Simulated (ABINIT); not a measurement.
Planning a run of ABINIT 10.8.3 on RbBH4 (F-43m). The input:

```
acell 3*1.0 Angstrom
rprim 
  -0.000000000000 3.453240220000 3.453240220000
  3.453240220000 -0.000000000000 3.453240220000
  3.453240220000 3.453240220000 -0.000000000000
ntypat 3
znucl 37 5 1
natom 6
typat 1 2 3 3 3 3
xred 
  0.000000000000 0.000000000000 0.000000000000
  0.500000000000 0.500000000000 0.500000000000
  0.602415200000 0.602415200000 0.602415200000
  0.192754400000 0.602415200000 0.602415200000
  0.602415200000 0.602415200000 0.192754400000
  0.602415200000 0.192754400000 0.602415200000
pp_dirpath "pseudos"
pseudos "Rb.upf, B.upf, H.upf"
ecut 34
ngkpt 2 2 2
nshiftk 1
shiftk 0 0 0
kptopt 1
chksymbreak 0
iscf -2
irdden 1
istwfk *1
nband 68
nbdbuf 6
tolwfr 1e-09
nstep 60
prtvol 0
indata_prefix "in"
outdata_prefix "out"
tmpdata_prefix "tmp"
```

```sh
OMP_NUM_THREADS=1 mpirun -n 4 abinit run.abi > log
```

**Question.** Estimate wall time and host memory on 4 MPI ranks of Arm Neoverse V1, shared host.

It took 16 s; on shared hardware allow 7.8 s to 31 s. Peak host memory was 0.3 GiB.

[Paths, hosts, dates, memory and timing lines, banners, echoed tables and standing remarks are left out of the program output.]

[Logs are printed without paths, hosts, clocks, repeated set-up lines and the standing remarks that a program may print on its own settings, such as how far it seeks lower states.]

[Runs of the session that timed out or met a known fault of the program may be left out.]

[Hosts, paths, dates, database ids (printed as entryN), source tags and the programs' standing remarks are cut or masked in the printed files.]

[G0W0 gaps are taken among the corrected bands and points alone; a level outside them can change the order at an edge.]

[Where Ansatz stands beside ABINIT at settings called matched, ABINIT's density can come from a denser mesh and the files from another edition; pairs whose starting gaps differed by over 0.03 eV were left out, so agreement reads better than it is.]
